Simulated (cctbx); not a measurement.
# Symmetry from intensities

Cell: a = 10.2360 Å, b = 10.2360 Å, c = 6.1840 Å, α = 90.00°, β = 90.00°, γ = 120.00°. Expected content of the cell: Sm6 Sb2 Cu2 S14.

Simulated single-crystal data (cctbx): Cu Kα, λ = 1.54184 Å, to d = 0.83 Å, 70 % of the full sphere, strongest reflection 70000 counts, noise from counting, a 4 % proportional error and a noise floor of 2 counts (s.d.); no absorption.

Tests on the unmerged data give:

```text
2938 reflections to d = 0.830 A
centring   violations  <I/sigma> of those
    A       1466 of  1482     20.6
    B       1465 of  1481     20.6
    C       1483 of  1489     20.9
    I       1459 of  1475     20.6
    R       1915 of  1931     20.8
    F       2207 of  2226     20.7
Laue class    unique    Rint  (classes that these axes allow; Friedel mates merged)
P -1             1906   0.044
P 1 1 2/m        1128   0.045
P -3              701   0.046
P -3 1 m          392   0.058
P -3 m 1          416   0.057
P 6/m             389   0.048
P 6/m m m         248   0.059
space group    extra absences  I>4sigma  <I/sigma>
P 6 2 2                 0          0         -  acentric
P 63 2 2                6          0      -0.0  acentric
P 6 m m                 0          0         -  acentric
P -6 m 2                0          0         -  acentric
P -6 2 m                0          0         -  acentric
P 6/m m m               0          0         -  centric
Wilson B = 1.06 A^2   <|E^2-1|> = 0.611 (0.968 centric, 0.736 acentric)   E^2>4: 0.0 %
shell (A)         n   <I/sigma>
 8.87 - 1.66     41     52.0
 1.66 - 1.32     32     46.8
 1.32 - 1.15     31     44.7
 1.15 - 1.05     28     48.9
 1.05 - 0.97     33     46.8
 0.97 - 0.91     24     49.1
 0.91 - 0.87     28     44.9
 0.87 - 0.83     31     41.1
```

Q: Read the symmetry from these tables.

Every centring test has many violations, so the lattice is primitive.

Rint stays low (0.044 to 0.059) up to P 6/m m m, the highest class in these axes.

6 settings pass the absence test. The most absences obeyed, 6, belong to P 63 2 2 alone.

⟨|E²−1|⟩ = 0.611 leans to a non-centrosymmetric structure, or to twinning, which lowers it. The Wilson B of 1.06 Å² means U ≈ 0.0134 Å².

The true group is P6_3 (no. 173), Laue class 6/m, non-centrosymmetric. It isn't in the list: the twinning raises the apparent Laue symmetry.

The crystal is twinned by the law (0 1 0 1 0 0 0 0 -1) with a minor fraction of 0.47; Rint in the higher class falls towards the noise as the fraction nears 1/2.

The model is made up (kin elements in a known structure type, no relaxation), so it says nothing on whether the phase exists.

[Logs are printed without paths, hosts, clocks, repeated set-up lines and the standing remarks that a program may print on its own settings, such as how far it seeks lower states.]
